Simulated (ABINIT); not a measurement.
# Beyond one shot: SiO2 (P3_221), part 2 of 3

Aim: iterate the self-energy on SiO2 (P3_221) and follow the gap from cycle to cycle.

ABINIT 10.8.3; PBE and many-body steps on it, plane waves. Known limits of the many-body steps: not at the basis limit; coarse k mesh.

So far. Step 5 (evGW0, cycle 1): Against G0W0 in ABINIT (3×3×2 mesh, 216 bands, screening to 155.1 eV, Godby-Needs plasmon pole), the gap moves by +0.490 eV. This first cycle still uses the starting levels; it takes the full correction, at all points of the mesh, and its linearised value is 8.611 eV. Step 6 (evGW0, cycle 2): Against the cycle before, the gap moves by −0.101 eV.

### 7. evGW0, cycle 3

Level of this step: evGW0 on PBE, plane waves, norm-conserving pseudopotentials (ABINIT).

Input file run.abi:

```
acell 3*1.0 Angstrom
rprim 
  4.916359999971 0.000000000007 0.000000000000
  -2.458179999991 4.257692654122 0.000000000000
  0.000000000000 0.000000000000 5.408400000000
ntypat 2
znucl 14 8
natom 9
typat 1 1 1 2 2 2 2 2 2
xred 
  0.469730000000 0.000000000000 0.666666666667
  0.000000000000 0.469730000000 0.333333333333
  0.530270000000 0.530270000000 -0.000000000000
  0.413540000000 0.267580000000 0.785580000000
  0.732420000000 0.145960000000 0.452246666667
  0.854040000000 0.586460000000 0.118913333333
  0.267580000000 0.413540000000 0.214420000000
  0.145960000000 0.732420000000 0.547753333333
  0.586460000000 0.854040000000 0.881086666667
pp_dirpath "pseudos"
pseudos "Si.upf, O.upf"
ecut 36
ngkpt 3 3 2
nshiftk 1
shiftk 0 0 0
kptopt 1
chksymbreak 0
istwfk *1
occopt 1
irdwfk 1
optdriver 4
nband 216
gwcalctyp 10
ecutsigx 36
symsigma 1
nkptgw 6
kptgw 
  0.0000000000 0.0000000000 0.0000000000
  0.3333333333 0.0000000000 0.0000000000
  0.3333333333 0.3333333333 0.0000000000
  0.0000000000 0.0000000000 0.5000000000
  0.3333333333 0.0000000000 0.5000000000
  0.3333333333 0.3333333333 0.5000000000
bdgw 
  7 32
  7 32
  7 32
  7 32
  7 32
  7 32
ecuteps 5.7
irdscr 1
ppmodel 1
irdqps 1
indata_prefix "in"
outdata_prefix "out"
tmpdata_prefix "tmp"
```

Run with:

```
$ OMP_NUM_THREADS=1 mpirun -n 4 abinit run.abi > log
```

Output:

```text
.Version 10.8.3 of ABINIT. v10.8.2 released Aug 2026.

 Symmetries : space group P3_2 2 1 (#154); Bravais hP (primitive hexag.)
[... echo of the input left out ...]
== DATASET  1 ==================================================================
-   mpi_nproc: 4, omp_nthreads: 1 (-1 if OMP is not activated)

--- !DatasetInfo
iteration_state: {dtset: 1, }
dimensions: {natom: 9, nkpt: 6, mband: 216, nsppol: 1, nspinor: 1, nspden: 1, mpw: 7935, }
cutoff_energies: {ecut:  36.0, pawecutdg:  -1.0, }
[...]
.  kptgw no:  4; Maximum DeltaE = (   0.007   0.000) for band index: 25
.  kptgw no:  5; Maximum DeltaE = (   0.013   0.000) for band index: 25
.  kptgw no:  6; Maximum DeltaE = (  -0.001  -0.000) for band index: 19

== END DATASET(S) ==============================================================
================================================================================

 -outvars: echo values of variables after computation  --------
           etotal      0.0000000000E+00
            nband         216
             nkpt           6
          spgroup         154
 [... the other variables as echoed above ...]

 Calculation completed.
```

Elapsed: 12 min, on 4 MPI ranks of Arm Neoverse V2, shared host; peak memory 2.7 GiB; 49 min of CPU time.

This step gave:

```
quasiparticle gap on the mesh                         : 8.995 eV
gap of the density functional on the mesh             : 6.031 eV
k of the valence top                                  : 0.3333, 0.3333, 0
k of the conduction bottom                            : 0, 0, 0
least direct quasiparticle gap on the computed points : 9.393 eV
```

Against the cycle before, the gap moves by −0.005 eV.

### 8. Screening, 3×3×2 mesh, 216 bands, screening to 155.1 eV

This step: RPA screening on PBE, plane waves, norm-conserving pseudopotentials.

run.abi, as its differences from that of step 7:

```diff
@@ -30,26 +30,13 @@
 irdwfk 1
-optdriver 4
+optdriver 3
 nband 216
+ecuteps 5.7
+inclvkb 2
+awtr 1
+symchi 1
 gwcalctyp 10
-ecutsigx 36
-symsigma 1
-nkptgw 6
-kptgw 
-  0.0000000000 0.0000000000 0.0000000000
-  0.3333333333 0.0000000000 0.0000000000
-  0.3333333333 0.3333333333 0.0000000000
-  0.0000000000 0.0000000000 0.5000000000
-  0.3333333333 0.0000000000 0.5000000000
-  0.3333333333 0.3333333333 0.5000000000
-bdgw 
-  7 32
-  7 32
-  7 32
-  7 32
-  7 32
-  7 32
-ecuteps 5.7
-irdscr 1
-ppmodel 1
-irdqps 1
+mbpt_sciss 3.418 eV
+nqptdm 1
+qptdm 
+  0 0 0
 indata_prefix "in"
```

Output:

```text
.Version 10.8.3 of ABINIT. v10.8.2 released Aug 2026.

 Symmetries : space group P3_2 2 1 (#154); Bravais hP (primitive hexag.)
[... echo of the input left out ...]
== DATASET  1 ==================================================================
-   mpi_nproc: 4, omp_nthreads: 1 (-1 if OMP is not activated)

--- !DatasetInfo
iteration_state: {dtset: 1, }
dimensions: {natom: 9, nkpt: 6, mband: 216, nsppol: 1, nspinor: 1, nspden: 1, mpw: 7935, }
cutoff_energies: {ecut:  36.0, pawecutdg:  -1.0, }
electrons: {nelect:   4.80000000E+01, charge:   0.00000000E+00, occopt:   1.00000000E+00, tsmear:   1.00000000E-02, }

 SCREENING: Calculation of the susceptibility and dielectric matrices

 Based on a program developped by R.W. Godby, V. Olevano, G. Onida, and L. Reining.
 Incorporated in ABINIT by V. Olevano, G.-M. Rignanese, and M. Torrent.
.Using double precision arithmetic ; gwpc =  8

[... cell and pseudopotentials left out ...]
--------------------------------------------------------------------------------

 ==== K-mesh for the wavefunctions ====
 Number of points in the irreducible wedge :     6
[... list of points left out ...]
 Together with  6 symmetry operations and time-reversal symmetry
 yields    18 points in the full Brillouin Zone.

 ==== Q-mesh for the screening function ====
 Number of points in the irreducible wedge :     6
[... list of points left out ...]
 Together with  6 symmetry operations and time-reversal symmetry
 yields    18 points in the full Brillouin Zone.

 setmesh: FFT mesh size selected  =    36x   36x   45
          total number of points  =        58320

 vcoul_init : cutoff-mode = AUXILIARY_FUNCTION
 q-points for optical limit:   1
     1)      0.000010    0.000020    0.000030

 Dielectric matrix will be calculated only for some
 selected q points provided by the user through the input variables
 nqptdm and qptdm

- screening: taking advantage of time-reversal symmetry
- Maximum band index for partially occupied states nbvw = 24
- Remaining bands to be divided among processors   nbcw = 192
- Number of bands treated by each node ~48

 rdqps: reading QP wavefunctions of the previous step
        looking for file in_QPS
 file not found, 1st iteration initialized with KS eigenelements

 screening : performing a first self-consistency
 update of the energies in W by a scissor operator
 applying a scissor operator of [eV] :   3.418

 Number of electrons calculated from density =   48.0000; Expected =   48.0000
 average of density, n =  0.062829
 r_s =    1.5605
 omega_plasma =   24.1788 [eV]

 calculating chi0 at frequencies [eV] :
  1    0.000000E+00    0.000000E+00
  2    0.000000E+00    2.417879E+01

--------------------------------------------------------------------------------
  q-point number  1        q = ( 0.000000, 0.000000, 0.000000) [r.l.u.]
--------------------------------------------------------------------------------
[... chi0 elements left out ...]
 For q-point:  0.000010 0.000020 0.000030
  dielectric constant =   2.0789
  dielectric constant without local fields =   2.2349

  Average fulfillment of the sum rule on Im[epsilon] for q-point    1 :     75.87  [%]
[... wings left out ...]
== END DATASET(S) ==============================================================
================================================================================

 -outvars: echo values of variables after computation  --------
           etotal      0.0000000000E+00
            nband         216
             nkpt           6
          spgroup         154
 [... the other variables as echoed above ...]

 Calculation completed.
```

The job ended after 67 s (4 MPI ranks; peak memory 2.4 GiB; 4.5 min of CPU time).

Numbers from this step:

```yaml
eps_infinity_with_local_fields_on_this_mesh_along_the_program_s_q_direction: 2.079
the_same_without_local_fields: 2.235
plasma_frequency: 24.18 eV
plane_waves_in_the_screening_matrix: 503
```

This screening uses the functional's bands under a rigid shift, the mean opening of the cycle before.

### 9. Screening, 3×3×2 mesh, 216 bands, screening to 155.1 eV

This step: RPA screening on PBE from quasiparticle energies, plane waves, norm-conserving pseudopotentials.

run.abi, as its differences from that of step 8:

```diff
@@ -36,7 +36,11 @@
 symchi 1
+irdqps 1
 gwcalctyp 10
-mbpt_sciss 3.418 eV
-nqptdm 1
+nqptdm 5
 qptdm 
-  0 0 0
+  0.3333333333 0.0000000000 0.0000000000
+  0.3333333333 0.3333333333 0.0000000000
+  0.0000000000 0.0000000000 0.5000000000
+  0.3333333333 0.0000000000 0.5000000000
+  0.3333333333 0.3333333333 0.5000000000
 indata_prefix "in"
```

Input file mrgscr.stdin:

```
2
merged
q0_SCR
out_SCR
1
```

Run with:

```
$ OMP_NUM_THREADS=1 mpirun -n 4 abinit run.abi > log; mrgscr < mrgscr.stdin
```

Output:

```text
.Version 10.8.3 of ABINIT. v10.8.2 released Aug 2026.

 Symmetries : space group P3_2 2 1 (#154); Bravais hP (primitive hexag.)
[... echo of the input left out ...]
== DATASET  1 ==================================================================
-   mpi_nproc: 4, omp_nthreads: 1 (-1 if OMP is not activated)

--- !DatasetInfo
iteration_state: {dtset: 1, }
dimensions: {natom: 9, nkpt: 6, mband: 216, nsppol: 1, nspinor: 1, nspden: 1, mpw: 7935, }
cutoff_energies: {ecut:  36.0, pawecutdg:  -1.0, }
[...]
q-point number  1        q = ( 0.333333, 0.000000, 0.000000) [r.l.u.]
--------------------------------------------------------------------------------
[... chi0 elements left out ...]
  Average fulfillment of the sum rule on Im[epsilon] for q-point    2 :     80.66  [%]

--------------------------------------------------------------------------------
  q-point number  2        q = ( 0.333333, 0.333333, 0.000000) [r.l.u.]
--------------------------------------------------------------------------------
[... chi0 elements left out ...]
  Average fulfillment of the sum rule on Im[epsilon] for q-point    3 :     78.07  [%]

 [... 3 further q-points ...]
```

It took 87 s on 4 MPI ranks; peak memory 2.1 GiB; 5.8 min of CPU time.

This step gave:

- plasma frequency: 24.18 eV
- plane waves in the screening matrix: 503

This screening reads the quasiparticle levels of the cycle before.

### 10. evGW, cycle 1

This step: evGW on PBE, plane waves, norm-conserving pseudopotentials.

run.abi, as its differences from that of step 9:

```diff
@@ -30,12 +30,10 @@
 irdwfk 1
-optdriver 3
+optdriver 4
 nband 216
-ecuteps 5.7
-inclvkb 2
-awtr 1
-symchi 1
-irdqps 1
 gwcalctyp 10
-nqptdm 5
-qptdm 
+ecutsigx 36
+symsigma 1
+nkptgw 6
+kptgw 
+  0.0000000000 0.0000000000 0.0000000000
   0.3333333333 0.0000000000 0.0000000000
@@ -45,2 +43,13 @@
   0.3333333333 0.3333333333 0.5000000000
+bdgw 
+  7 32
+  7 32
+  7 32
+  7 32
+  7 32
+  7 32
+ecuteps 5.7
+irdscr 1
+ppmodel 1
+irdqps 1
 indata_prefix "in"
```

Run with:

```
$ OMP_NUM_THREADS=1 mpirun -n 4 abinit run.abi > log
```

Output:

```text
.Version 10.8.3 of ABINIT. v10.8.2 released Aug 2026.

 Symmetries : space group P3_2 2 1 (#154); Bravais hP (primitive hexag.)
[... echo of the input left out ...]
== DATASET  1 ==================================================================
-   mpi_nproc: 4, omp_nthreads: 1 (-1 if OMP is not activated)

--- !DatasetInfo
iteration_state: {dtset: 1, }
dimensions: {natom: 9, nkpt: 6, mband: 216, nsppol: 1, nspinor: 1, nspden: 1, mpw: 7935, }
cutoff_energies: {ecut:  36.0, pawecutdg:  -1.0, }
[...]
.  kptgw no:  4; Maximum DeltaE = (   0.227   0.000) for band index:  1
.  kptgw no:  5; Maximum DeltaE = (   0.225  -0.000) for band index:  1
.  kptgw no:  6; Maximum DeltaE = (   0.235   0.000) for band index:  1

== END DATASET(S) ==============================================================
================================================================================

 -outvars: echo values of variables after computation  --------
           etotal      0.0000000000E+00
            nband         216
             nkpt           6
          spgroup         154
 [... the other variables as echoed above ...]

 Calculation completed.
```

Elapsed: 12 min, on 4 MPI ranks; peak memory 2.7 GiB.

Numbers from this step:

```yaml
quasiparticle_gap_on_the_mesh: 9.544 eV
gap_of_the_density_functional_on_the_mesh: 6.031 eV
k_of_the_valence_top: 0.3333, 0.3333, 0
k_of_the_conduction_bottom: 0, 0, 0
least_direct_quasiparticle_gap_on_the_computed_points: 9.945 eV
```

Against G0W0 in ABINIT (3×3×2 mesh, 216 bands, screening to 155.1 eV, Godby-Needs plasmon pole), the gap moves by +0.933 eV.

### 11. Screening, 3×3×2 mesh, 216 bands, screening to 155.1 eV

This step: RPA screening on PBE, plane waves, norm-conserving pseudopotentials.

run.abi, as its differences from that of step 10:

```diff
@@ -30,26 +30,13 @@
 irdwfk 1
-optdriver 4
+optdriver 3
 nband 216
+ecuteps 5.7
+inclvkb 2
+awtr 1
+symchi 1
 gwcalctyp 10
-ecutsigx 36
-symsigma 1
-nkptgw 6
-kptgw 
-  0.0000000000 0.0000000000 0.0000000000
-  0.3333333333 0.0000000000 0.0000000000
-  0.3333333333 0.3333333333 0.0000000000
-  0.0000000000 0.0000000000 0.5000000000
-  0.3333333333 0.0000000000 0.5000000000
-  0.3333333333 0.3333333333 0.5000000000
-bdgw 
-  7 32
-  7 32
-  7 32
-  7 32
-  7 32
-  7 32
-ecuteps 5.7
-irdscr 1
-ppmodel 1
-irdqps 1
+mbpt_sciss 4.000 eV
+nqptdm 1
+qptdm 
+  0 0 0
 indata_prefix "in"
```

Output:

```text
.Version 10.8.3 of ABINIT. v10.8.2 released Aug 2026.

 Symmetries : space group P3_2 2 1 (#154); Bravais hP (primitive hexag.)
[... echo of the input left out ...]
== DATASET  1 ==================================================================
-   mpi_nproc: 4, omp_nthreads: 1 (-1 if OMP is not activated)

--- !DatasetInfo
iteration_state: {dtset: 1, }
dimensions: {natom: 9, nkpt: 6, mband: 216, nsppol: 1, nspinor: 1, nspden: 1, mpw: 7935, }
cutoff_energies: {ecut:  36.0, pawecutdg:  -1.0, }
[...]
[... chi0 elements left out ...]
 For q-point:  0.000010 0.000020 0.000030
  dielectric constant =   2.0465
  dielectric constant without local fields =   2.1953

  Average fulfillment of the sum rule on Im[epsilon] for q-point    1 :     77.11  [%]
[... wings left out ...]
== END DATASET(S) ==============================================================
================================================================================

 -outvars: echo values of variables after computation  --------
           etotal      0.0000000000E+00
            nband         216
             nkpt           6
          spgroup         154
 [... the other variables as echoed above ...]

 Calculation completed.
```

It took 68 s on 4 MPI ranks; peak memory 2.3 GiB.

Numbers from this step:

```
ε∞ with local fields, on this mesh, along the program's q direction : 2.046
the same without local fields                                       : 2.195
plasma frequency                                                    : 24.18 eV
plane waves in the screening matrix                                 : 503
```

This screening uses the functional's bands under a rigid shift, the mean opening of the cycle before.

### 12. Screening, 3×3×2 mesh, 216 bands, screening to 155.1 eV

This step: RPA screening on PBE from quasiparticle energies, plane waves, norm-conserving pseudopotentials.

run.abi, as its differences from that of step 11:

```diff
@@ -36,7 +36,11 @@
 symchi 1
+irdqps 1
 gwcalctyp 10
-mbpt_sciss 4.000 eV
-nqptdm 1
+nqptdm 5
 qptdm 
-  0 0 0
+  0.3333333333 0.0000000000 0.0000000000
+  0.3333333333 0.3333333333 0.0000000000
+  0.0000000000 0.0000000000 0.5000000000
+  0.3333333333 0.0000000000 0.5000000000
+  0.3333333333 0.3333333333 0.5000000000
 indata_prefix "in"
```

mrgscr.stdin is that of step 9.

Run with:

```
$ OMP_NUM_THREADS=1 mpirun -n 4 abinit run.abi > log; mrgscr < mrgscr.stdin
```

Output:

```text
.Version 10.8.3 of ABINIT. v10.8.2 released Aug 2026.

 Symmetries : space group P3_2 2 1 (#154); Bravais hP (primitive hexag.)
[... echo of the input left out ...]
== DATASET  1 ==================================================================
-   mpi_nproc: 4, omp_nthreads: 1 (-1 if OMP is not activated)

--- !DatasetInfo
iteration_state: {dtset: 1, }
dimensions: {natom: 9, nkpt: 6, mband: 216, nsppol: 1, nspinor: 1, nspden: 1, mpw: 7935, }
cutoff_energies: {ecut:  36.0, pawecutdg:  -1.0, }
[...]
q-point number  1        q = ( 0.333333, 0.000000, 0.000000) [r.l.u.]
--------------------------------------------------------------------------------
[... chi0 elements left out ...]
  Average fulfillment of the sum rule on Im[epsilon] for q-point    2 :     81.77  [%]

--------------------------------------------------------------------------------
  q-point number  2        q = ( 0.333333, 0.333333, 0.000000) [r.l.u.]
--------------------------------------------------------------------------------
[... chi0 elements left out ...]
  Average fulfillment of the sum rule on Im[epsilon] for q-point    3 :     79.05  [%]

 [... 3 further q-points ...]
```

Run time: 88 s. Hardware: 4 MPI ranks; peak memory 2.1 GiB; 5.9 min of CPU time.

This step gave:

```yaml
plasma_frequency: 24.18 eV
plane_waves_in_the_screening_matrix: 503
```

This screening reads the quasiparticle levels of the cycle before.

### 13. evGW, cycle 2

This step: evGW on PBE, plane waves, norm-conserving pseudopotentials.

run.abi, as its differences from that of step 12:

```diff
@@ -30,12 +30,10 @@
 irdwfk 1
-optdriver 3
+optdriver 4
 nband 216
-ecuteps 5.7
-inclvkb 2
-awtr 1
-symchi 1
-irdqps 1
 gwcalctyp 10
-nqptdm 5
-qptdm 
+ecutsigx 36
+symsigma 1
+nkptgw 6
+kptgw 
+  0.0000000000 0.0000000000 0.0000000000
   0.3333333333 0.0000000000 0.0000000000
@@ -45,2 +43,13 @@
   0.3333333333 0.3333333333 0.5000000000
+bdgw 
+  7 32
+  7 32
+  7 32
+  7 32
+  7 32
+  7 32
+ecuteps 5.7
+irdscr 1
+ppmodel 1
+irdqps 1
 indata_prefix "in"
```

Run with:

```
$ OMP_NUM_THREADS=1 mpirun -n 4 abinit run.abi > log
```

Output:

```text
.Version 10.8.3 of ABINIT. v10.8.2 released Aug 2026.

 Symmetries : space group P3_2 2 1 (#154); Bravais hP (primitive hexag.)
[... echo of the input left out ...]
== DATASET  1 ==================================================================
-   mpi_nproc: 4, omp_nthreads: 1 (-1 if OMP is not activated)

--- !DatasetInfo
iteration_state: {dtset: 1, }
dimensions: {natom: 9, nkpt: 6, mband: 216, nsppol: 1, nspinor: 1, nspden: 1, mpw: 7935, }
cutoff_energies: {ecut:  36.0, pawecutdg:  -1.0, }
[...]
.  kptgw no:  4; Maximum DeltaE = (   0.015  -0.000) for band index:  1
.  kptgw no:  5; Maximum DeltaE = (   0.021   0.000) for band index:  1
.  kptgw no:  6; Maximum DeltaE = (  -0.032   0.001) for band index:  7

== END DATASET(S) ==============================================================
================================================================================

 -outvars: echo values of variables after computation  --------
           etotal      0.0000000000E+00
            nband         216
             nkpt           6
          spgroup         154
 [... the other variables as echoed above ...]

 Calculation completed.
```

Elapsed: 12 min, on 4 MPI ranks; peak memory 2.7 GiB.

Numbers from this step:

```
quasiparticle gap on the mesh                         : 9.603 eV
gap of the density functional on the mesh             : 6.031 eV
k of the valence top                                  : 0.3333, 0.3333, 0
k of the conduction bottom                            : 0, 0, 0
least direct quasiparticle gap on the computed points : 10.00 eV
```

Against the cycle before, the gap moves by +0.059 eV.

### 14. Screening, 3×3×2 mesh, 216 bands, screening to 155.1 eV

This step: RPA screening on PBE, plane waves, norm-conserving pseudopotentials.

run.abi, as its differences from that of step 13:

```diff
@@ -30,26 +30,13 @@
 irdwfk 1
-optdriver 4
+optdriver 3
 nband 216
+ecuteps 5.7
+inclvkb 2
+awtr 1
+symchi 1
 gwcalctyp 10
-ecutsigx 36
-symsigma 1
-nkptgw 6
-kptgw 
-  0.0000000000 0.0000000000 0.0000000000
-  0.3333333333 0.0000000000 0.0000000000
-  0.3333333333 0.3333333333 0.0000000000
-  0.0000000000 0.0000000000 0.5000000000
-  0.3333333333 0.0000000000 0.5000000000
-  0.3333333333 0.3333333333 0.5000000000
-bdgw 
-  7 32
-  7 32
-  7 32
-  7 32
-  7 32
-  7 32
-ecuteps 5.7
-irdscr 1
-ppmodel 1
-irdqps 1
+mbpt_sciss 4.057 eV
+nqptdm 1
+qptdm 
+  0 0 0
 indata_prefix "in"
```

Output:

```text
.Version 10.8.3 of ABINIT. v10.8.2 released Aug 2026.

 Symmetries : space group P3_2 2 1 (#154); Bravais hP (primitive hexag.)
[... echo of the input left out ...]
== DATASET  1 ==================================================================
-   mpi_nproc: 4, omp_nthreads: 1 (-1 if OMP is not activated)

--- !DatasetInfo
iteration_state: {dtset: 1, }
dimensions: {natom: 9, nkpt: 6, mband: 216, nsppol: 1, nspinor: 1, nspden: 1, mpw: 7935, }
cutoff_energies: {ecut:  36.0, pawecutdg:  -1.0, }
[...]
[... chi0 elements left out ...]
 For q-point:  0.000010 0.000020 0.000030
  dielectric constant =   2.0434
  dielectric constant without local fields =   2.1916

  Average fulfillment of the sum rule on Im[epsilon] for q-point    1 :     77.23  [%]
[... wings left out ...]
== END DATASET(S) ==============================================================
================================================================================

 -outvars: echo values of variables after computation  --------
           etotal      0.0000000000E+00
            nband         216
             nkpt           6
          spgroup         154
 [... the other variables as echoed above ...]

 Calculation completed.
```

Run time: 66 s. Hardware: 4 MPI ranks; peak memory 2.3 GiB.

This step gave:

```
ε∞ with local fields, on this mesh, along the program's q direction : 2.043
the same without local fields                                       : 2.192
plasma frequency                                                    : 24.18 eV
plane waves in the screening matrix                                 : 503
```

This screening uses the functional's bands under a rigid shift, the mean opening of the cycle before.

(Part 2 of 3 ends here.)

[Paths, hosts, dates, memory and timing lines, banners, echoed tables and standing remarks are left out of the program output.]

[Logs are printed without paths, hosts, clocks, repeated set-up lines and the standing remarks that a program may print on its own settings, such as how far it seeks lower states.]

[Runs of the session that timed out or met a known fault of the program may be left out.]

[Hosts, paths, dates, database ids (printed as entryN), source tags and the programs' standing remarks are cut or masked in the printed files.]

[G0W0 gaps are taken among the corrected bands and points alone; a level outside them can change the order at an edge.]

[Where Ansatz stands beside ABINIT at settings called matched, ABINIT's density can come from a denser mesh and the files from another edition; pairs whose starting gaps differed by over 0.03 eV were left out, so agreement reads better than it is.]
